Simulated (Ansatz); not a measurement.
# How fast states decay through SrTe2H2

A new crystal, SrTe2H2: structure, gap and complex bands. It is built by putting Te for O, Sr for Ca in the CaH2O2 structure of space group C2, with the volume rescaled by atomic radii. The parent structure comes from the Materials Project.

Calculated with Ansatz 0.2.0; PBEsol DFT, plane waves, PAW files, in the first sound run; inputs show where later runs differ.

The structure was built from a prototype and need not be the compound's stable phase.

## 1. The structure

Symmetry: C2, No. 5, monoclinic system. The conventional cell has a = 7.777 Å, b = 4.421 Å, c = 6.169 Å, α = 90.00°, β = 97.25°, γ = 90.00°. Sr has 6 Te at 2.93 to 2.94 Å nearest. Nearest to H lie 1 Te at 1.20 Å. Nearest to Te lie 2 H at 1.20 to 2.87 Å and 3 Sr at 2.93 to 2.94 Å. It derives from CaH2O2. Te for O, Sr for Ca in the CaH2O2 structure of space group C2. Farther neighbours and most contacts between anions are not listed.

## 2. Relaxing the new crystal

The substituted atoms don't fit the parent's cell, so cell and atoms relax together. A small smearing keeps the run stable in case the gap closes on the way.

input.yaml

```yaml
crystal:
  lattice:
    - [3.8884606881, -2.2107313149, 0.0]
    - [3.8884606881, 2.2107313149, 0.0]
    - [-0.7787518801, 0.0, 6.1200175178]
  atoms:
    - { symbol: Sr, position: [0.945035, 0.054965, 0.0] }
    - { symbol: H, position: [0.14691, 0.430865, 0.583473] }
    - { symbol: H, position: [0.569135, 0.85309, 0.416527] }
    - { symbol: Te, position: [0.254064, 0.361237, 0.769702] }
    - { symbol: Te, position: [0.638763, 0.745936, 0.230298] }
kpoints:
  mp_grid: { grid: [6, 6, 4] }
scf:
  occupations: { method: gaussian, width: 0.03 }
hamiltonian:
  xc: pbesol
output:
  forces: true
  stress: true
relax:
  f_tol: 0.02
  max_steps: 60
  cell: {}
```

On the command line:

```sh
> ansatz run input.yaml --threads 2 --pin off --max-ram 4096MiB --backend cpu --events-out ev --progress --plain --runs-dir out
```

Numbers of over 12 decimals in the logs are rounded to 6 here.

Output:

```text
Engine: ansatz 0.2.0, aarch64-unknown-linux-gnu
Pseudopotentials: kind: paw
Pseudopotential: Sr, paw, valence charge 10, recommended cutoff 420 eV (normal), Sr.paw.azcp
Pseudopotential: H, paw, valence charge 1, recommended cutoff 420 eV (normal), H.paw.azcp
Pseudopotential: Te, paw, valence charge 16, recommended cutoff 420 eV (normal), Te.paw.azcp
Functional definition: PBEsol
  exchange = pbesol_x
  correlation = pbesol_c
Crystal: 5 atoms, lattice volume = 105.220 Å³
Basis set: ecut = 420 eV, 2053 PW (Γ), exchange–correlation on 60×60×90 points (8 copies of the dense FFT grid, shifted against one another)
Bands: 27, of which v1, the nominal top of the filled ones, is band 22 counted from 1 (21 counted from 0)
Symmetry: 2 space group operations
Space group: C2 (ITA 5), of the structure as read, at distance tolerance 4.7e-5 Å
k-points: 47 of 144 (time reversal used)
Non-local potential: Sr, projectors of the file, l = 0: 3, l = 1: 2, l = 2: 2
Non-local potential: H, projectors of the file, l = 0: 2, l = 1: 1
Non-local potential: Te, projectors of the file, l = 0: 2, l = 1: 2, l = 2: 2, l = 3: 2
PAW form: soft (Blöchl's): semilocal exchange-correlation on the pseudo side does not see the compensation charge
PAW frozen core: Sr, regenerated for the run's functional, and the local potential with it (the file was generated under x = pbe(κ = 0.804, μ = 0.219515), c = pbe(β = 0.066725))
PAW frozen core: Te, regenerated for the run's functional, and the local potential with it (the file was generated under x = pbe(κ = 0.804, μ = 0.219515), c = pbe(β = 0.066725))
PAW one-centre angular grid: Sr, 110 points (default); XC on 64 Gauss nodes
PAW one-centre angular grid: H, 110 points (default); XC on 64 Gauss nodes
PAW one-centre angular grid: Te, 590 points (default); XC on 64 Gauss nodes
Initial density: superposition of atomic densities (neutral atoms: chi_scale 0, normalization atom), corrected by the library's trained network
Initial wavefunctions: pseudopotential atomic-orbital guess
Functional: x = pbesol(κ = 0.804, μ = 0.123457), c = pbesol(β = 0.046)
SCF iter   1: F=—  HF=-17320.004790 eV  |F-HF|=—  |Δ(HF+E_count)|=         —  Δρ=5.42e-3  dr2=2.85e-2  ethr=1.77e-3  ⟨swp⟩=9.0  Hψ=7284  notcnv=0
preconditioner: auto → Resta (q_TF=auto, 2.359 Å⁻¹)  ε∞=2.8  [insulator: Δε(μ)=1.718 eV  Ē_g=12.564 eV  σ=0.030 eV  W_gap=1.00  n_scr=22 (ndim 8)  ℏωp=17.0 eV  f_vac=0.073  D(μ)=0.00/eV (n_scr^D=0)  ε∞_Penn≈2.8]
SCF iter   2: F=—  HF=-17320.004369 eV  |F-HF|=—  |Δ(HF+E_count)|=   4.21e-4  Δρ=2.52e-3  dr2=4.67e-3  ethr=6.48e-5  ⟨swp⟩=3.1  Hψ=2626  notcnv=0  defer=47
SCF iter   3: F=—  HF=-17320.005549 eV  |F-HF|=—  |Δ(HF+E_count)|=   1.18e-3  Δρ=4.37e-4  dr2=3.85e-4  ethr=1.06e-5  ⟨swp⟩=2.0  Hψ=1734  notcnv=0  defer=47
SCF iter   4: F=—  HF=-17320.005645 eV  |F-HF|=—  |Δ(HF+E_count)|=   9.63e-5  Δρ=1.68e-4  dr2=3.78e-5  ethr=8.75e-7  ⟨swp⟩=2.1  Hψ=1679  notcnv=0  defer=47
SCF iter   5: F=—  HF=-17320.005669 eV  |F-HF|=—  |Δ(HF+E_count)|=   2.36e-5  Δρ=3.44e-5  dr2=1.33e-6  ethr=8.58e-8  ⟨swp⟩=2.0  Hψ=1598  notcnv=0  defer=47
SCF iter   6: F=—  HF=-17320.005671 eV  |F-HF|=—  |Δ(HF+E_count)|=   1.81e-6  Δρ=1.01e-5  dr2=1.27e-7  ethr=3.03e-9  ⟨swp⟩=2.0  Hψ=2257  notcnv=0  defer=47
SCF iter   7: F=-17320.005671 eV  HF=-17320.005671 eV  |F-HF|=2.91e-9  |Δ(HF+E_count)|=   1.84e-7  Δρ=2.25e-6  dr2=7.88e-9  ethr=2.27e-10  ⟨swp⟩=5.5  Hψ=4744  notcnv=0
SCF 1 converged in 7 iterations: F = -17320.005671 eV  dr2 = 7.88e-9
  greatest PAW one-centre occupation: 1.000 electrons in one spin orbital (limit 2), on the Te atom at site 4 (counted from 0), in its partial waves of l = 2
relax step   1: F+E_penalty+E_count = -17320.00567078 eV  Δ(F+E_penalty+E_count) = +0.000e0 eV  max|allowed force component| = 2.136e1 eV/Å  Δτ_max = 0.0000 Å  P = +42.036 GPa  Ω = 105.220 Å³  (7 SCF iters, dr2 threshold 1.00e-7 eV, accepted)
Crystal: 5 atoms, lattice volume = 117.273 Å³
Basis set: ecut = 420 eV, 2309 PW (Γ), exchange–correlation on 60×60×90 points (8 copies of the dense FFT grid, shifted against one another)
Initial density: handed on by an earlier stage of this run
Initial wavefunctions: those handed on with the density
iter 1 solved again at ethr=1.09e-3 eV; its pass at ethr=3.10e-3 eV (dr2=4.81e-1 eV) is discarded
SCF iter   1: F=—  HF=-17327.610686 eV  |F-HF|=—  |Δ(HF+E_count)|=         —  Δρ=2.51e-2  dr2=4.82e-1  ethr=1.09e-3  ⟨swp⟩=1.0  Hψ=8423  notcnv=0
preconditioner: auto → Resta (q_TF=auto, 2.317 Å⁻¹)  ε∞=2.8  [insulator: Δε(μ)=1.914 eV  Ē_g=11.923 eV  σ=0.030 eV  W_gap=1.00  n_scr=22 (ndim 8)  ℏωp=16.1 eV  f_vac=0.103  D(μ)=0.00/eV (n_scr^D=0)  ε∞_Penn≈2.8]
SCF iter   2: F=—  HF=-17327.499522 eV  |F-HF|=—  |Δ(HF+E_count)|=   1.11e-1  Δρ=1.26e-2  dr2=1.27e-1  ethr=1.09e-3  ⟨swp⟩=2.0  Hψ=1500  notcnv=0
SCF iter   3: F=—  HF=-17327.468645 eV  |F-HF|=—  |Δ(HF+E_count)|=   3.09e-2  Δρ=1.04e-3  dr2=2.21e-3  ethr=2.90e-4  ⟨swp⟩=3.0  Hψ=2109  notcnv=0  defer=1
SCF iter   4: F=—  HF=-17327.468750 eV  |F-HF|=—  |Δ(HF+E_count)|=   1.05e-4  Δρ=4.38e-4  dr2=3.60e-4  ethr=5.01e-6  ⟨swp⟩=2.1  Hψ=2532  notcnv=0  defer=1
SCF iter   5: F=—  HF=-17327.468974 eV  |F-HF|=—  |Δ(HF+E_count)|=   2.24e-4  Δρ=1.39e-4  dr2=3.61e-5  ethr=8.17e-7  ⟨swp⟩=2.0  Hψ=1551  notcnv=0  defer=1
SCF iter   6: F=—  HF=-17327.469012 eV  |F-HF|=—  |Δ(HF+E_count)|=   3.80e-5  Δρ=3.85e-5  dr2=2.85e-6  ethr=8.20e-8  ⟨swp⟩=3.0  Hψ=2257  notcnv=0  defer=1
SCF iter   7: F=-17327.469015 eV  HF=-17327.469015 eV  |F-HF|=3.90e-7  |Δ(HF+E_count)|=   3.00e-6  Δρ=1.15e-5  dr2=2.09e-7  ethr=1.14e-9  ⟨swp⟩=6.0  Hψ=5258  notcnv=0
SCF 2 converged in 7 iterations: F = -17327.469015 eV  dr2 = 2.09e-7
  greatest PAW one-centre occupation: 0.998 electrons in one spin orbital (limit 2), on the Te atom at site 3 (counted from 0), in its partial waves of l = 2
relax step   2: F+E_penalty+E_count = -17327.46901508 eV  Δ(F+E_penalty+E_count) = -7.463e0 eV  max|allowed force component| = 3.696e0 eV/Å  Δτ_max = 0.1943 Å  P = +13.853 GPa  Ω = 117.273 Å³  energy of the carried Pulay correction = -6.415e-3 eV  (7 SCF iters, dr2 threshold 5.00e-7 eV, accepted)
Crystal: 5 atoms, lattice volume = 132.030 Å³
Basis set: ecut = 420 eV, 2545 PW (Γ), exchange–correlation on 60×60×90 points (8 copies of the dense FFT grid, shifted against one another)
iter 1 solved again at ethr=6.77e-4 eV; its pass at ethr=3.10e-3 eV (dr2=2.98e-1 eV) is discarded
SCF iter   1: F=—  HF=-17328.569279 eV  |F-HF|=—  |Δ(HF+E_count)|=         —  Δρ=1.12e-2  dr2=2.98e-1  ethr=6.77e-4  ⟨swp⟩=1.0  Hψ=8842  notcnv=0
[...]
relax step  11: F+E_penalty+E_count = -17328.85828127 eV  Δ(F+E_penalty+E_count) = -3.412e-2 eV  max|allowed force component| = 3.154e-3 eV/Å  Δτ_max = 0.0000 Å  P = +0.282 GPa  Ω = 145.679 Å³  stress off target by 5.83e-1 GPa  SCF on the basis re-selected at this cell (its energy is not comparable with the rows above)  (8 SCF iters)
relax step  12: F+E_penalty+E_count = -17328.86455171 eV  Δ(F+E_penalty+E_count) = -6.270e-3 eV  max|allowed force component| = 7.556e-3 eV/Å  Δτ_max = 0.0314 Å  P = +0.133 GPa  Ω = 147.541 Å³  energy of the carried Pulay correction = -4.080e-4 eV  (6 SCF iters, dr2 threshold 5.00e-7 eV, accepted)
relax step  13: F+E_penalty+E_count = -17328.86766665 eV  Δ(F+E_penalty+E_count) = -3.115e-3 eV  max|allowed force component| = 1.653e-2 eV/Å  Δτ_max = 0.0637 Å  P = -0.124 GPa  Ω = 149.475 Å³  energy of the carried Pulay correction = -8.603e-4 eV  (7 SCF iters, dr2 threshold 1.75e-7 eV, accepted)
relax step  14: F+E_penalty+E_count = -17328.86893854 eV  Δ(F+E_penalty+E_count) = -1.272e-3 eV  max|allowed force component| = 2.882e-2 eV/Å  Δτ_max = 0.0426 Å  P = -0.172 GPa  Ω = 149.740 Å³  energy of the carried Pulay correction = -9.331e-4 eV  (6 SCF iters, dr2 threshold 1.03e-7 eV, accepted)
relax step  15: F+E_penalty+E_count = -17328.87028131 eV  Δ(F+E_penalty+E_count) = -1.343e-3 eV  max|allowed force component| = 3.094e-2 eV/Å  Δτ_max = 0.1450 Å  P = -0.277 GPa  Ω = 148.651 Å³  energy of the carried Pulay correction = -7.151e-4 eV  (7 SCF iters, dr2 threshold 1.44e-7 eV, accepted)
relax step  16: F+E_penalty+E_count = -17328.87149158 eV  Δ(F+E_penalty+E_count) = -1.210e-3 eV  max|allowed force component| = 6.090e-2 eV/Å  Δτ_max = 0.0254 Å  P = +0.050 GPa  Ω = 147.447 Å³  energy of the carried Pulay correction = -4.311e-4 eV  (5 SCF iters, dr2 threshold 4.60e-7 eV, accepted)
relax step  17: F+E_penalty+E_count = -17328.87341172 eV  Δ(F+E_penalty+E_count) = -1.920e-3 eV  max|allowed force component| = 2.472e-2 eV/Å  Δτ_max = 0.0411 Å  P = +0.122 GPa  Ω = 145.748 Å³  energy of the carried Pulay correction = -3.048e-5 eV  (6 SCF iters, dr2 threshold 2.32e-7 eV, accepted)
relax step  18: F+E_penalty+E_count = -17328.87389844 eV  Δ(F+E_penalty+E_count) = -4.867e-4 eV  max|allowed force component| = 8.412e-3 eV/Å  Δτ_max = 0.0253 Å  P = +0.014 GPa  Ω = 145.849 Å³  energy of the carried Pulay correction = -6.213e-5 eV  (5 SCF iters, dr2 threshold 1.14e-7 eV, accepted)
relax step  19: F+E_penalty+E_count = -17328.87403700 eV  Δ(F+E_penalty+E_count) = -1.386e-4 eV  max|allowed force component| = 3.905e-3 eV/Å  Δτ_max = 0.0062 Å  P = +0.001 GPa  Ω = 145.719 Å³  energy of the carried Pulay correction = -3.202e-5 eV  (5 SCF iters, dr2 threshold 1.22e-8 eV, accepted)
relax step  20: F+E_penalty+E_count = -17328.87417615 eV  Δ(F+E_penalty+E_count) = -1.392e-4 eV  max|allowed force component| = 3.778e-3 eV/Å  Δτ_max = 0.0133 Å  P = -0.001 GPa  Ω = 145.457 Å³  energy of the carried Pulay correction = +2.842e-5 eV  (8 SCF iters, accepted)
Basis set: ecut = 420 eV, 2829 PW (Γ), exchange–correlation on 72×72×96 points (8 copies of the dense FFT grid, shifted against one another)
iter 1 solved again at ethr=9.62e-7 eV; its pass at ethr=3.10e-3 eV (dr2=4.23e-4 eV) is discarded
SCF iter   1: F=—  HF=-17328.873480 eV  |F-HF|=—  |Δ(HF+E_count)|=         —  Δρ=2.64e-4  dr2=4.81e-6  ethr=9.62e-7  ⟨swp⟩=4.0  Hψ=10848  notcnv=0
preconditioner: auto → Resta (q_TF=auto, 2.235 Å⁻¹)  ε∞=3.3  [insulator: Δε(μ)=2.084 eV  Ē_g=8.036 eV  σ=0.030 eV  W_gap=1.00  n_scr=24 (ndim 8)  ℏωp=12.3 eV  f_vac=0.138  D(μ)=0.00/eV (n_scr^D=0)  ε∞_Penn≈3.3]
SCF iter   2: F=—  HF=-17328.874928 eV  |F-HF|=—  |Δ(HF+E_count)|=   1.45e-3  Δρ=1.34e-4  dr2=1.17e-6  ethr=1.09e-8  ⟨swp⟩=2.7  Hψ=2387  notcnv=0
SCF iter   3: F=—  HF=-17328.875449 eV  |F-HF|=—  |Δ(HF+E_count)|=   5.21e-4  Δρ=8.73e-6  dr2=2.14e-8  ethr=2.67e-9  ⟨swp⟩=2.7  Hψ=1683  notcnv=0
SCF iter   4: F=—  HF=-17328.875451 eV  |F-HF|=—  |Δ(HF+E_count)|=   1.57e-6  Δρ=1.25e-6  dr2=3.95e-9  ethr=4.86e-11  ⟨swp⟩=2.2  Hψ=2346  notcnv=0
SCF iter   5: F=—  HF=-17328.875451 eV  |F-HF|=—  |Δ(HF+E_count)|=   1.44e-8  Δρ=5.05e-7  dr2=9.90e-10  ethr=8.99e-12  ⟨swp⟩=2.6  Hψ=2351  notcnv=0
SCF iter   6: F=—  HF=-17328.875451 eV  |F-HF|=—  |Δ(HF+E_count)|=   2.69e-9  Δρ=2.46e-7  dr2=2.52e-10  ethr=2.25e-12  ⟨swp⟩=2.3  Hψ=1872  notcnv=0
SCF iter   7: F=-17328.875451 eV  HF=-17328.875451 eV  |F-HF|=2.18e-11  |Δ(HF+E_count)|=  7.06e-10  Δρ=5.32e-8  dr2=6.40e-12  ethr=1.00e-12  ⟨swp⟩=4.0  Hψ=5186  notcnv=0
SCF 21 converged in 7 iterations: F = -17328.875451 eV  dr2 = 6.40e-12
relax step  21: F+E_penalty+E_count = -17328.87545065 eV  Δ(F+E_penalty+E_count) = -1.274e-3 eV  max|allowed force component| = 3.888e-3 eV/Å  Δτ_max = 0.0000 Å  P = +0.004 GPa  Ω = 145.457 Å³  stress off target by 3.14e-2 GPa  SCF on the basis re-selected at this cell (its energy is not comparable with the rows above)  (7 SCF iters)
basis re-selected at this cell: Δ(F+E_penalty+E_count) = -1.274e-3 eV, ΔP = +0.005 GPa vs the last step (what re-selecting the basis moved, of the pressure what is left beyond the Pulay correction that the steps carried, after the strain that the cell walked since its last selection, with what the two solves' SCF thresholds leave and, on support functions, any second-order correction that the steps lacked; it is no measure of the basis error at this ecutwfc). The dense FFT grid was sized anew with the basis: this SCF ran on 36×36×48 points, the steps before it on 36×36×45, so part of this shift can come from that change (see relax.cell in the input reference). [rest of the remark cut]
SCF converged after 7 iterations
Free energy (F): -17328.875451 eV
Harris-Foulkes:  -17328.875451 eV  (|F-HF|=2.18e-11)
Internal energy: -17328.875451 eV  (E = F + TS)
E sigma→0 (E₀):  -17328.875451 eV
Fermi energy:    5.244020 eV
--- Per-component energies (eV) ---
  E_band       = -763.654265
  E_kinetic    = 631.534981
  E_local      = -4200.111179  (includes V_loc(G=0)·N_el)
  E_nonlocal   = -408.526460
  E_hartree    = 2205.161625
  E_xc         = -434.897011
  E_vxc        = -391.335769  (∫ρ·V_xc dr)
  E_paw        = -11816.129857  (= ΣΔE_a)
  E_vpaw       = -805.536819  (= ΣTr[D̂ρ^β])
  E_aug_tail   = -0.002375  (compensation charges beyond the density's cutoff)
  E_ewald      = -3306.789153
  E_core_change = 0.883978  (= ΣΔE_core)
  E_smearing   = -0.000000  (= −TS)
  E_closure    = -0.000000  (closes the sum)
  Σ components = -17328.875451   (vs F -17328.875451, Δ=0.00e0)
--- Forces (eV/Å), atoms counted from 1 ---
  atom   1  Sr     0.00000000    -0.00302594     0.00000000
  atom   2  H     -0.00131883    -0.00237468     0.00300295
  atom   3  H      0.00131883    -0.00237468    -0.00300295
  atom   4  Te     0.00219024     0.00388766    -0.00338005
  atom   5  Te    -0.00219024     0.00388766     0.00338005
  max |Σ_I F_I| component: 1.76e-8 eV/Å
--- Stress (GPa, compression-positive) ---
        0.021370       0.000000      -0.020371
        0.000000      -0.000587       0.000000
       -0.020371       0.000000      -0.010030
  P = ⅓ Tr σ = 0.0036 GPa (0.036 kbar)
--- Relaxed structure (19 steps of the walk, 19 accepted, 2 SCFs on fresh bases) ---
  F+E_penalty+E_count = -17328.87545065 eV   max|allowed force component| = 3.888e-3 eV/Å   (the final SCF, on the basis selected at the relaxed cell)
  cell:  # Å, volume = 145.4569 Å³
    - [4.713054, -2.385374, -0.416459]
    - [4.713054, 2.385374, -0.416459]
    - [-1.599356, 0.0, 6.610450]
  atoms:
    - { symbol: Sr, position: [0.975588, 0.024412, 0.0] }
    - { symbol: H, position: [0.054005, 0.430021, 0.542534] }
    - { symbol: H, position: [0.569979, 0.945995, 0.457466] }
    - { symbol: Te, position: [0.235461, 0.281126, 0.770242] }
    - { symbol: Te, position: [0.718874, 0.764539, 0.229758] }
```

Run time: 2.1 min. Hardware: 2 threads of Arm Neoverse V2, shared host; peak memory 0.45 GiB; 4.1 min of CPU time.

The steps of the relaxation:

```csv
step,energy less that of the first step (eV),largest force component (eV/Å),pressure (GPa),volume (Å³)
1,0.0000,21.3604,42.04,105.22
2,-7.4633,3.6961,13.85,117.27
3,-8.4688,1.9395,4.99,132.03
4,-8.7421,0.2467,0.29,147.07
5,-8.7711,0.2487,0.22,146.24
6,-8.8082,0.1680,-0.28,146.83
7,-8.8151,0.1115,-0.17,146.10
8,-8.8176,0.0642,0.21,145.06
9,-8.8183,0.0128,-0.02,145.66
10,-8.8185,0.0018,-0.01,145.68
11*,-8.8526,0.0032,0.28,145.68
12,-8.8589,0.0076,0.13,147.54
13,-8.8620,0.0165,-0.12,149.47
14,-8.8633,0.0288,-0.17,149.74
15,-8.8646,0.0309,-0.28,148.65
16,-8.8658,0.0609,0.05,147.45
17,-8.8677,0.0247,0.12,145.75
18,-8.8682,0.0084,0.01,145.85
19,-8.8684,0.0039,0.00,145.72
20,-8.8685,0.0038,0.00,145.46
21*,-8.8698,0.0039,0.00,145.46
```

Relaxation steps marked * repeat the geometry before them on a plane-wave basis chosen anew for their cell, so energy and pressure can jump there.

Forces are held to the 2 operations that the run works with; a distortion that breaks them can't arise in this run.

```csv
cell as run,before,after,change
a (Å),4.473,5.299,+18.5 %
b (Å),4.473,5.299,+18.5 %
c (Å),6.169,6.801,+10.2 %
α (°),96.30,106.59,+10.7 %
β (°),96.30,106.59,+10.7 %
γ (°),59.24,53.51,-9.7 %
volume (Å³/atom),21.04,29.09,+38.2 %
```

The atoms that moved most (Å, as changes of fractional coordinates times the final cell):

```csv
atom,dx,dy,dz,length
H2,-0.376,0.220,-0.232,0.493
H3,0.376,0.220,0.232,0.493
Te4,-0.466,-0.147,0.045,0.491
Te5,0.466,-0.147,-0.045,0.491
Sr1,0.000,-0.146,0.000,0.146
```

Final coordinates:

```xyz
5
Lattice="4.7131 -2.3854 -0.4165 4.7131 2.3854 -0.4165 -1.5994 0.0000 6.6104" Properties=species:S:1:pos:R:3 pbc="T T T"
Sr    4.7131   -2.2689   -0.4165
H     1.4135    0.8969    3.3848
H     6.4132    0.8969    2.3927
Te    1.2028    0.1089    4.8765
Te    6.6239    0.1089    0.9010
```

Numbers from this step:

```yaml
free_energy: -17328.8755 eV
fermi_energy: 5.244 eV
pressure: 0.003584 GPa
```

The largest force component on a free atom ends at 0.0039 eV/Å.

## 3. The bulk crystal and its band edges

The energy window and the wavevectors of the next steps follow from the band edges, so these are searched first, off the mesh as well.

input.yaml

```yaml
crystal:
  lattice:
    - [4.713054109, -2.3853735516, -0.4164585585]
    - [4.713054109, 2.3853735516, -0.4164585585]
    - [-1.599356126, 0.0, 6.6104499917]
  atoms:
    - { symbol: Sr, position: [0.9755880845, 0.0244119155, 0.0] }
    - { symbol: H, position: [0.0540053779, 0.4300209305, 0.5425341908] }
    - { symbol: H, position: [0.5699790695, 0.9459946221, 0.4574658092] }
    - { symbol: Te, position: [0.2354607555, 0.2811262875, 0.7702416216] }
    - { symbol: Te, position: [0.7188737125, 0.7645392445, 0.2297583784] }
kpoints:
  mp_grid: { grid: [6, 6, 4] }
  band_path: { path: [VBM, CBM], npoints: 30 }
scf:
  occupations: { method: fixed }
hamiltonian:
  xc: pbesol
output:
  eigenvalues: true
  write_potential: true
  write_density: true
  volumetric_format: npy
```

Output:

```text
[...]
Crystal: 5 atoms, lattice volume = 145.457 Å³
Basis set: ecut = 420 eV, 2829 PW (Γ)
Bands: 27, of which v1, the nominal top of the filled ones, is band 22 counted from 1 (21 counted from 0)
Symmetry: 2 space group operations
[...]
k-points: 47 of 144 (time reversal used)
[...]
SCF iter   1: F=—  HF=-17328.877178 eV  |F-HF|=—  |Δ(HF+E_count)|=         —  Δρ=3.70e-3  dr2=1.68e-2  ethr=1.77e-3  ⟨swp⟩=6.1  Hψ=5616  notcnv=0  defer=134
[...]
SCF iter   7: F=-17328.875463 eV  HF=-17328.875463 eV  |F-HF|=5.73e-8  |Δ(HF+E_count)|=   7.82e-7  Δρ=3.29e-6  dr2=2.91e-8  ethr=2.27e-10  ⟨swp⟩=13.5  Hψ=6373  notcnv=0
SCF 1 converged in 7 iterations: F = -17328.875463 eV  dr2 = 2.91e-8
[...]
NSCF: frozen V_eff on 68 k-points
[...]
SCF converged after 7 iterations
Free energy (F): -17328.875463 eV
[...]
Internal energy: -17328.875463 eV  (E = F + TS)
E sigma→0 (E₀):  -17328.875463 eV
Fermi energy:    4.202349 eV
[...]
--- Band table (eV; the first three rows and the last of 47) ---
  k-point 0: bands = [... 18 lower, 2.8529, 3.5337, 3.6781, 4.2023, 6.7429, 6.8903, 7.1717, 8.1472, ... 1 higher]
  k-point 1: bands = [... 18 lower, 2.8184, 3.2169, 3.5957, 3.8298, 6.9926, 7.1602, 7.7209, 8.3334, ... 1 higher]
  k-point 2: bands = [... 18 lower, 2.7769, 3.0367, 3.3461, 3.6136, 7.1659, 7.5036, 8.0209, 8.3878, ... 1 higher]
  k-point 46: bands = [... 18 lower, 2.0621, 2.7799, 3.3040, 3.4371, 7.3730, 7.5012, 8.5702, 8.9321, ... 1 higher]
```

Wall time 36 s (2 threads); peak memory 0.42 GiB; 72 s of CPU time.

In the SCF lines HF is the Harris–Foulkes energy and dr2 the Hartree energy of the density residual, in eV; the loop may stop once dr2 is under the threshold and the program's other checks hold. Hψ counts applications of the Hamiltonian.

Numbers from this step:

| Item | Value |
| --- | --- |
| Fermi energy | 4.202 eV |
| gap on the k-mesh | 2.084 eV |
| gap on path | 2.084 eV, by band count; negative where bands overlap |
| direct gap on path | 2.541 eV |
| edge places on path | 0, 0.9504 1/A along the path |

The electronic bands at the labelled points (eV, zero at the Fermi level (highest filled level under fixed occupations); v1 is the highest filled band, c1 the lowest empty one):

```csv
point,v4,v3,v2,v1,c1,c2,c3,c4
VBM,-1.35,-0.67,-0.52,0.00,2.54,2.69,2.97,3.94
halfway,-1.44,-1.19,-0.92,-0.52,2.50,3.43,3.93,4.16
CBM,-1.25,-1.14,-0.81,-0.55,2.08,2.99,3.43,4.66
```

The searched edges give 2.08 eV, as on the mesh.

[end of part 1 of 3]

[Logs are printed without paths, hosts, clocks, repeated set-up lines and the standing remarks that a program may print on its own settings, such as how far it seeks lower states.]

[Hosts, paths, dates, database ids (printed as entryN), source tags and the programs' standing remarks are cut or masked in the printed files.]
